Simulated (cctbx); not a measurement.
# Diagnosing a refinement

Cell a = 9.7890 Å, b = 9.7890 Å, c = 8.0670 Å, α = 90.00°, β = 90.00°, γ = 120.00°; space group P-3 (no. 147).

Simulated single-crystal data (cctbx): Mo Kα, λ = 0.71073 Å, to d = 0.84 Å, 70 % of the full sphere, strongest reflection 40000 counts, noise from counting, a 6 % proportional error and a noise floor of 8 counts (s.d.); no absorption, and some extinction, which the refinements don't model.

An anisotropic refinement with weights 1/σ² prints:

```text
Rint 0.044, 797 unique reflections to 0.84 A
cycle     R1     wR2    GooF  max shift (A)
   1  0.6424  0.9016  21.192   0.03847
   4  0.5708  0.8353  19.635   0.00017
final R1 0.5708 wR2 0.8353 GooF 19.635  parameters 25  data/parameter 31.9
atom        x        y        z      Ueq    occ   su(xyz)  su(Uiso or U11)
Bi1    0.00000  0.00000  0.50000  -0.0013  1.000  0.00000  0.0073  NPD
Tl1    0.66667  0.33333  0.16425  -0.0144  1.000  0.00186  0.0048  NPD
Tl2    0.00000  0.00000  0.00000  -0.0127  1.000  0.00000  0.0069  NPD
Te1    0.61485  0.51873  0.80109   0.0100  1.000  0.00291  0.0068  NPD
Te2    0.21242  0.27495  0.69836  -0.0123  1.000  0.00183  0.0067  NPD
difference map: max 441.18 min -94.54 rms 22.94
Q1    0.0000  0.0000  0.0000    1  441.18  0.00 A from Tl2
Q2    0.0000  0.0000  0.5000    1  417.47  0.00 A from Bi1
Q3    0.3333  0.6667  0.8310    2  362.39  0.04 A from Tl1
Q4    0.1566  0.4529  0.3737    6  278.52  2.33 A from Te2
Q5    0.0960  0.6192  0.1986    6  228.82  0.04 A from Te1
Q6    0.0659  0.7859  0.7006    6  222.31  0.05 A from Te2
```

**Question.** Can this result stand? If not, what is the likely fault?

Mend it. The fault: an atom left out, Sb at (0.4516, 0.2963, 0.6269). Against the right model at the same level, R1 goes from 0.0165 to 0.5708 and GooF from 0.96 to 19.64, U of Te2 shrinks from 0.0141 to -0.0123 Å², U of Tl1 shrinks from 0.0104 to -0.0144 Å², the top difference peak, 441.2 e/Å³, lies on Tl2 and Bi1, Tl1, Tl2, Te1 and Te2 go non-positive-definite. Q4 is the missing atom. With scattering power missing, scale and phases suffer, so peaks may also grow on the heavy atoms.

The compound is Tl3BiSb6Te12. The right model at the same level gives:

```text
Rint 0.044, 797 unique reflections to 0.84 A
cycle     R1     wR2    GooF  max shift (A)
   1  0.0392  0.1149   2.716   0.00298
   2  0.0165  0.0407   0.963   0.00000
final R1 0.0165 wR2 0.0407 GooF 0.963  parameters 34  data/parameter 23.4
atom        x        y        z      Ueq    occ   su(xyz)  su(Uiso or U11)
Bi1    0.00000  0.00000  0.50000   0.0107  1.000  0.00000  0.0002
Tl1    0.66667  0.33333  0.16767   0.0104  1.000  0.00005  0.0001
Tl2    0.00000  0.00000  0.00000   0.0076  1.000  0.00000  0.0002
Te1    0.61752  0.52317  0.80267   0.0137  1.000  0.00005  0.0002
Te2    0.21234  0.27751  0.70102   0.0141  1.000  0.00005  0.0002
Sb1    0.45156  0.29633  0.62684   0.0119  1.000  0.00005  0.0002
difference map: max 1.13 min -1.20 rms 0.28
Q1    0.3333  0.6667  0.2983    2    1.13  2.04 A from Sb1
Q2    0.0216  0.3531  0.0834    6    1.11  2.12 A from Te2
Q3    0.0000  0.0000  0.1173    2    0.97  0.95 A from Tl2
Q4    0.0909  0.6159  0.6885    6    0.95  1.82 A from Te2
Q5    0.0872  0.4753  0.6691    6    0.94  1.88 A from Te1
Q6    0.2083  0.7416  0.4346    6    0.85  1.07 A from Sb1
```

The model is made up (kin elements in a known structure type, no relaxation), so it says nothing on whether the phase exists.

[Middle refinement cycles are left out of these outputs.]

[Logs are printed without paths, hosts, clocks, repeated set-up lines and the standing remarks that a program may print on its own settings, such as how far it seeks lower states.]
